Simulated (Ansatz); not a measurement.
# How CdS (Hawleyite, F-43m) expands on warming

Aim: the lattice, expansion, heat capacity and bulk modulus of CdS (Hawleyite) as it warms.

Calculated with Ansatz 0.2.0; DFT RPBE, scalar-relativistic, plane waves, PAW.

Most raw output is cut from this account.

**1. Starting point**

Symmetry: F-43m, No. 216, cubic system. Conventional cell: a = 5.833 Å, b = 5.833 Å, c = 5.833 Å, α = 90.00°, β = 90.00°, γ = 90.00°. Nearest to Cd lie 4 S at 2.53 Å. S has 4 Cd at 2.53 Å nearest. Farther neighbours and most contacts between anions are not listed.

Coordinates:

```cif
data_structure
_symmetry_space_group_name_H-M 'P 1'
_symmetry_Int_Tables_number 1
_cell_length_a 4.1246
_cell_length_b 4.1246
_cell_length_c 4.1246
_cell_angle_alpha 60.000
_cell_angle_beta 60.000
_cell_angle_gamma 60.000
_cell_volume 49.62
loop_
_atom_site_label
_atom_site_type_symbol
_atom_site_fract_x
_atom_site_fract_y
_atom_site_fract_z
_atom_site_occupancy
Cd1 Cd 0.00000 0.00000 0.00000 1
S2 S 0.25000 0.25000 0.25000 1
```

**2. A first coarse run**

A cheap single point shows whether the cell is a metal or an insulator and how far it is from rest; that sets the k-mesh and the occupations of what follows.

input.yaml reads:

```yaml
crystal:
  lattice:
    - [0.0, 2.9165, 2.9165]
    - [2.9165, 0.0, 2.9165]
    - [2.9165, 2.9165, 0.0]
  atoms:
    - { symbol: Cd, position: [0.0, 0.0, 0.0] }
    - { symbol: S, position: [0.25, 0.25, 0.25] }
kpoints:
  mp_grid: { grid: [6, 6, 6] }
hamiltonian:
  xc: rpbe
scf:
  occupations: { method: gaussian, width: 0.1 }
output:
  forces: true
  stress: true
  eigenvalues: true
```

Started as:

```bash
$ ansatz run input.yaml --threads 4 --pin off --max-ram 8192MiB --backend cpu --events-out ev --progress --plain --runs-dir out
```

Wall time 1.8 s (4 threads of Intel Xeon Platinum 8375C at 2.90GHz (Ice Lake), shared host); peak memory 0.37 GiB.

Numbers from this step:

* pressure: 5.095 GPa
* gap on the k-mesh: 1.330 eV
* volume per atom: 24.81 Å³

The start is under 5.1 GPa at this level and looks like an insulator or semiconductor on this mesh.

**3. Relaxation**

Phonons are second derivatives about a minimum, so cell and atoms are relaxed first, inside the symmetry of the start.

input.yaml, the sections that differ from step 2:

```yaml
kpoints:
  mp_grid: { grid: [8, 8, 8] }
scf:
  occupations: { method: gaussian, width: 0.02 }
output:
  forces: true
  stress: true
  eigenvalues: true
  write_density: true
  write_potential: true
  elf: true
  volumetric_format: npy
relax:
  adjacent_minimum: "off"
  f_tol: 0.005
  max_steps: 80
  cell: { stress_tol: 0.05 }
# crystal, hamiltonian: as in step 2
```

Wall time 4.9 s (4 threads); peak memory 0.42 GiB; 17 s of CPU time.

The steps of the relaxation:

```csv
step,energy less that of the first step (eV),largest force component (eV/Å),pressure (GPa),volume (Å³)
1,0.0000,0.0000,5.09,49.62
2,-0.0657,0.0000,0.39,53.77
3,-0.0661,0.0000,0.06,54.15
4,-0.0661,0.0000,0.00,54.21
5*,-0.0671,0.0000,-0.01,54.21
```

Relaxation steps marked * repeat the geometry before them on a plane-wave basis chosen anew for their cell, so energy and pressure can jump there.

Forces are held to the 24 operations that the run works with; a distortion that breaks them can't arise in this run.

```csv
"conventional cell, symmetrised",before,after,change
a (Å),5.833,6.008,+3.0 %
b (Å),5.833,6.008,+3.0 %
c (Å),5.833,6.008,+3.0 %
volume (Å³/atom),24.81,27.11,+9.3 %
```

Final coordinates:

```
Cd S
1.0
     0.00000    3.00391    3.00391
     3.00391    0.00000    3.00391
     3.00391    3.00391    0.00000
Cd S
1 1
Direct
  0.00000 0.00000 0.00000
  0.25000 0.25000 0.25000
```

Numbers from this step:

```
pressure          : -0.009591 GPa
gap on the k-mesh : 1.135 eV
volume per atom   : 27.11 Å³
```

Valence density in the ac plane of a cell with a along [110], b along [-110] and c along [001] of the cube at fractional y = 0.000, with atoms of Cd and S within 0.2 Å of it. It is the smooth field of the valence electrons, not physical close to the nuclei.

Ten steps, logarithmic in the rise over the least value, from '_' (0 e/Å³) to '@' (22 e/Å³), each cell a mean:
```
@@##==............::**%%@@##==............::**%%
**++::::::----::::::==****++::::::----::::::==**
::::..::----------::..::::::..::----------::..::
____..::--::..----::..______..::--::..----::..__
____..::----::----..________..::----::----..____
______..::------::..__________..::------::..____
________..::::::..______________..::::::..______
__________....____________________....__________
________________________________________________
________________________________________________
________________________________________________
________________________________________________
....__________________......__________________..
==--..____________..::====--..____________..::==
%%**--..__________::++##%%**--..__________::++##
@@%%==..________..--**@@@@%%==..________..--**@@
```
Columns run along a (8.5 Å), rows up along c (6.0 Å), edges of the conventional cell, whose origin can differ from the input's. Atoms in or near the plane, at fractional coordinates: Cd at (0.50, 0.00), Cd at (0.00, 0.00), S at (0.75, 0.75), S at (0.25, 0.75).

ELF in the ac plane of a cell with a along [110], b along [-110] and c along [001] of the cube at fractional y = 0.000, with atoms of Cd and S within 0.2 Å of it. It is the smooth field of the valence electrons, not physical close to the nuclei.

Values, 9 rows by 16 columns, each cell a mean:
```
0.60 0.32 0.34 0.71 0.74 0.48 0.24 0.53 0.60 0.32 0.34 0.71 0.74 0.48 0.24 0.53
0.20 0.29 0.77 0.68 0.56 0.83 0.43 0.19 0.20 0.29 0.77 0.68 0.56 0.83 0.43 0.19
0.09 0.45 0.80 0.52 0.38 0.79 0.61 0.15 0.09 0.45 0.80 0.52 0.38 0.79 0.61 0.15
0.03 0.24 0.61 0.78 0.80 0.69 0.36 0.06 0.03 0.24 0.61 0.78 0.80 0.69 0.36 0.06
0.01 0.03 0.16 0.33 0.36 0.22 0.06 0.01 0.01 0.03 0.16 0.33 0.36 0.22 0.06 0.01
0.02 0.01 0.01 0.03 0.03 0.02 0.01 0.02 0.02 0.01 0.01 0.03 0.03 0.02 0.01 0.02
0.09 0.07 0.03 0.01 0.01 0.02 0.06 0.08 0.09 0.07 0.03 0.01 0.01 0.02 0.06 0.08
0.29 0.20 0.11 0.03 0.02 0.08 0.17 0.27 0.29 0.20 0.11 0.03 0.02 0.08 0.17 0.27
0.70 0.40 0.16 0.19 0.22 0.15 0.30 0.61 0.70 0.40 0.16 0.19 0.22 0.15 0.30 0.61
```
Columns run along a (8.5 Å), rows up along c (6.0 Å), edges of the conventional cell, whose origin can differ from the input's. Atoms in or near the plane, at fractional coordinates: Cd at (0.50, 0.00), Cd at (0.00, 0.00), S at (0.75, 0.75), S at (0.25, 0.75).

Electrostatic potential energy in the ac plane of a cell with a along [110], b along [-110] and c along [001] of the cube at fractional y = 0.000, with atoms of Cd and S within 0.2 Å of it. With pseudopotentials it is smooth inside the atoms' cores, unlike the true potential.

Ten even steps from '_' (-27 eV) to '@' (11 eV), each cell a mean:
```
__::==##@@@@@@@@%%**::..__::==##@@@@@@@@%%**::..
::--**%%##++++**%%##==--::--**%%##++++**%%##==--
**##%%##--____..**%%##****##%%##--____..**%%##**
%%@@@@##..__..__==%%@@@@%%@@@@##..__..__==%%@@@@
@@@@@@##..______++%%@@@@@@@@@@##..______++%%@@@@
@@@@@@%%++::..--##@@@@@@@@@@@@%%++::..--##@@@@@@
@@@@@@@@%%%%##%%@@@@@@@@@@@@@@@@%%%%##%%@@@@@@@@
@@@@@@@@@@@@@@@@@@@@@@@@@@@@@@@@@@@@@@@@@@@@@@@@
@@@@@@@@@@@@@@@@@@@@@@@@@@@@@@@@@@@@@@@@@@@@@@@@
@@@@@@@@@@@@@@@@@@@@@@@@@@@@@@@@@@@@@@@@@@@@@@@@
@@@@@@@@@@@@@@@@@@@@@@@@@@@@@@@@@@@@@@@@@@@@@@@@
@@@@@@@@@@@@@@@@@@@@@@@@@@@@@@@@@@@@@@@@@@@@@@@@
%%%%@@@@@@@@@@@@@@@@%%%%%%%%@@@@@@@@@@@@@@@@%%%%
==++##@@@@@@@@@@@@%%**====++##@@@@@@@@@@@@%%**==
..::++%%@@@@@@@@%%**--::..::++%%@@@@@@@@%%**--::
__..--##@@@@@@@@%%++::____..--##@@@@@@@@%%++::__
```
Columns run along a (8.5 Å; values clipped at the 3rd and 97th percentile), rows up along c (6.0 Å), edges of the conventional cell, whose origin can differ from the input's. Atoms in or near the plane, at fractional coordinates: Cd at (0.50, 0.00), Cd at (0.00, 0.00), S at (0.75, 0.75), S at (0.25, 0.75).

The relaxation ends with a pressure of -0.01 GPa.

**4. A second relaxation**

The relaxation is run once more from where the first one ended, as the script does after a large change of volume or of the gap, with mesh and occupations reviewed.

input.yaml, the sections that differ from step 3:

```yaml
crystal:
  lattice:
    - [0.0, 3.0039141982, 3.0039141982]
    - [3.0039141982, 0.0, 3.0039141982]
    - [3.0039141982, 3.0039141982, 0.0]
  atoms:
    - { symbol: Cd, position: [0.0, 0.0, 0.0] }
    - { symbol: S, position: [0.25, 0.25, 0.25] }
output:
  forces: true
  stress: true
  eigenvalues: true
# kpoints, hamiltonian, scf, relax: as in step 3
```

It took 1.2 s on 4 threads; peak memory 0.43 GiB; 3.9 s of CPU time.

Little changed from the start: no atom moved by 0.005 Å and no cell edge by 0.1 %.

Numbers from this step:

* pressure: -0.009586 GPa

**5. Tight relaxation**

The relaxation is repeated with tighter thresholds on force and stress, since phonons are sensitive to what is left; a change of mesh or smearing in the input moves the cell too.

input.yaml, the sections that differ from step 4:

```yaml
scf:
  occupations: { method: fixed }
relax:
  adjacent_minimum: "off"
  f_tol: 0.001
  max_steps: 60
  cell: { stress_tol: 0.01 }
# crystal, kpoints, hamiltonian, output: as in step 4
```

It took 1.2 s on 4 threads; peak memory 0.41 GiB.

Little changed from the start: no atom moved by 0.005 Å and no cell edge by 0.1 %.

This step gave:

| Item | Value |
| --- | --- |
| pressure | -0.009590 GPa |

The residual pressure is -0.0096 GPa, small enough for phonons.

**6. The quasi-harmonic study**

The study relaxes the crystal at several strains, solves the phonons on some of them and minimises the free energy at each temperature (static energy, vibrations, the electrons in a metal, and PV under a set pressure); the q-mesh sets how far the force constants reach.

input.yaml, the sections that differ from step 5:

```yaml
output:
  eigenvalues: true
phonons:
  method: dfpt
  qmesh: [4, 4, 4]
  temperatures: { t_max: 800.0, t_step: 50 }
  thermal_expansion: {}
# crystal, kpoints, hamiltonian, scf: as in step 5
# relax: removed
```

Elapsed: 9.6 min, on 4 threads; peak memory 1.5 GiB.

Numbers from this step:

- pressure: -0.01159 GPa
- volume expansion coefficient at 298 K: 27.76 1e-6/K
- C_P at 298 K: 23.66 J/mol-atom/K
- entropy at 298 K: 38.00 J/mol-atom/K
- isothermal bulk modulus at 298 K: 43.35 GPa
- Grüneisen parameter at 298 K: 0.8438
- volume at 298 K: 27.36 Å³/atom
- principal linear expansion coefficients at 298 K: 9.254, 9.254, 9.254 1e-6/K

Strained cells of the study; zero-point energy where phonons were solved; the pressures are stresses at a fixed cutoff and can carry an offset from the finite basis. Expansion cells, by row:

```csv
cell,|a| (Å),|b| (Å),|c| (Å),V (Å³/atom),E - E_lowest (meV/atom),"pressure, compression positive (GPa)",gap (eV),zero-point energy (meV/atom)
1,4.248,4.248,4.248,27.11,0,-0.029,1.135,-
2,4.282,4.282,4.282,27.76,2.272,-1.091,1.08,-
3,4.214,4.214,4.214,26.47,2.271,1.156,1.189,-
4,4.248,4.248,4.248,27.11,0,-0.029,1.135,29.32
5,4.269,4.269,4.269,27.51,0.905,-0.707,1.101,28.74
6,4.279,4.279,4.279,27.71,1.928,-1.01,1.085,28.47
7,4.295,4.295,4.295,28.01,4.264,-1.463,1.059,28.04
8,4.206,4.206,4.206,26.31,3.593,1.476,1.203,-
9,4.227,4.227,4.227,26.7,0.874,0.698,1.169,-
10,4.319,4.319,4.319,28.48,9.412,-2.101,1.021,-
```

Quasi-harmonic; a, b, c are the run's own cell vectors. Expansion, by row:

```csv
T (K),a (Å),b (Å),c (Å),alpha (deg),beta (deg),gamma (deg),cell volume (Å³/cell),alpha_a (1e-6/K),alpha_b (1e-6/K),alpha_c (1e-6/K),alpha_V (1e-6/K),C_P (J/mol-atom/K),C_V (J/mol-atom/K),S (J/mol-atom/K),B_T (GPa),B_S (GPa),Grueneisen,extrapolation,fit error (1e-6/K)
0,4.255,4.255,4.255,60,60,60,54.47,0,0,0,0,0,0,0,46.18,46.18,-,0,0
50,4.255,4.255,4.255,60,60,60,54.46,-0.02,-0.02,-0.02,-0.05,9.303,9.303,6.582,46.04,46.04,-0.004,0,0
100,4.255,4.255,4.255,60,60,60,54.48,3.84,3.84,3.84,11.53,16.3,16.29,15.35,45.62,45.65,0.53,0,0
150,4.256,4.256,4.256,60,60,60,54.52,6.42,6.42,6.42,19.25,20.11,20.07,22.77,45.09,45.18,0.71,0,0.01
200,4.258,4.258,4.258,60,60,60,54.58,7.82,7.82,7.82,23.47,22.02,21.94,28.85,44.51,44.68,0.783,0,0.01
250,4.26,4.26,4.26,60,60,60,54.65,8.68,8.68,8.68,26.04,23.06,22.93,33.88,43.92,44.16,0.821,0,0.02
298.1,4.261,4.261,4.261,60,60,60,54.72,9.25,9.25,9.25,27.76,23.66,23.5,38,43.35,43.65,0.844,0,0.02
300,4.261,4.261,4.261,60,60,60,54.72,9.27,9.27,9.27,27.82,23.68,23.52,38.15,43.33,43.63,0.845,0,0.02
350,4.263,4.263,4.263,60,60,60,54.8,9.73,9.73,9.73,29.2,24.09,23.88,41.83,42.73,43.1,0.862,0,0.02
400,4.266,4.266,4.266,60,60,60,54.88,10.12,10.12,10.12,30.36,24.38,24.13,45.07,42.12,42.57,0.876,0,0.03
450,4.268,4.268,4.268,60,60,60,54.97,10.47,10.47,10.47,31.4,24.6,24.3,47.95,41.52,42.04,0.888,0,0.02
500,4.27,4.27,4.27,60,60,60,55.05,10.79,10.79,10.79,32.37,24.77,24.42,50.55,40.91,41.51,0.899,0,0.02
550,4.272,4.272,4.272,60,60,60,55.14,11.1,11.1,11.1,33.3,24.92,24.51,52.92,40.3,40.97,0.909,0,0.02
600,4.275,4.275,4.275,60,60,60,55.24,11.41,11.41,11.41,34.22,25.04,24.58,55.1,39.69,40.44,0.919,0,0.01
650,4.277,4.277,4.277,60,60,60,55.33,11.71,11.71,11.71,35.14,25.16,24.63,57.1,39.07,39.9,0.929,0,0.02
700,4.28,4.28,4.28,60,60,60,55.43,12.02,12.02,12.02,36.06,25.26,24.68,58.97,38.46,39.37,0.938,0,0.03
750,4.282,4.282,4.282,60,60,60,55.53,12.34,12.34,12.34,37.01,25.36,24.71,60.72,37.84,38.84,0.948,0,0.05
800,4.285,4.285,4.285,60,60,60,55.64,12.66,12.66,12.66,37.97,25.46,24.74,62.36,37.23,38.31,0.957,0,0.08
```

Expansion coefficient against temperature; values in 1e-6/K:

```csv
temperature (K),volume,principal 1
0,0,0
50,-0.05,-0.02
100,11.5,3.84
150,19.2,6.42
200,23.5,7.82
250,26.0,8.68
298,27.8,9.25
300,27.8,9.27
350,29.2,9.73
400,30.4,10.1
450,31.4,10.5
500,32.4,10.8
550,33.3,11.1
600,34.2,11.4
650,35.1,11.7
700,36.1,12.0
750,37.0,12.3
800,38.0,12.7
```

At 298 K the volume expansion is 27.8 × 10⁻⁶/K and B_T is 43.4 GPa. The program raised the cutoff to 487.2 eV by itself: with no cutoff typed, the study takes about 1.16 times the default for its relaxations and scales it with the volume for the phonons.

**7. Results**

| Quantity | Value |
| --- | --- |
| settings of these figures | RPBE, 487.2 eV, k 8×8×8, q 4×4×4 |
| volume expansion coefficient at 298 K | 27.76 1e-6/K |
| C_P at 298 K | 23.66 J/mol-atom/K |
| entropy at 298 K | 38.00 J/mol-atom/K |
| isothermal bulk modulus at 298 K | 43.35 GPa |
| Grüneisen parameter at 298 K | 0.8438 |
| volume at 298 K | 27.36 Å³/atom |
| principal linear expansion coefficients at 298 K | 9.254, 9.254, 9.254 1e-6/K |

In words: Near room temperature CdS (Hawleyite) expands by 27.8 × 10⁻⁶/K in volume by RPBE, with C_P = 23.7 J/(mol K) per mole of atoms and B_T = 43.4 GPa. C_P at room temperature is 95 % of the classical 3R an atom. The interpolation has no quadrupole term, so branches near the zone centre are less sure, since this crystal has sites that are not centres of inversion. The PAW files were made for PBE and are used here under another functional, for which the program regenerates the frozen cores. The cell of these runs is 9 % larger in volume than the database cell; frequencies and all that rests on them shift with it.

[Logs are printed without paths, hosts, clocks, repeated set-up lines and the standing remarks that a program may print on its own settings, such as how far it seeks lower states.]

[Hosts, paths, dates, database ids (printed as entryN), source tags and the programs' standing remarks are cut or masked in the printed files.]

[A step with changed settings may run another functional than the one named; its input shows which.]
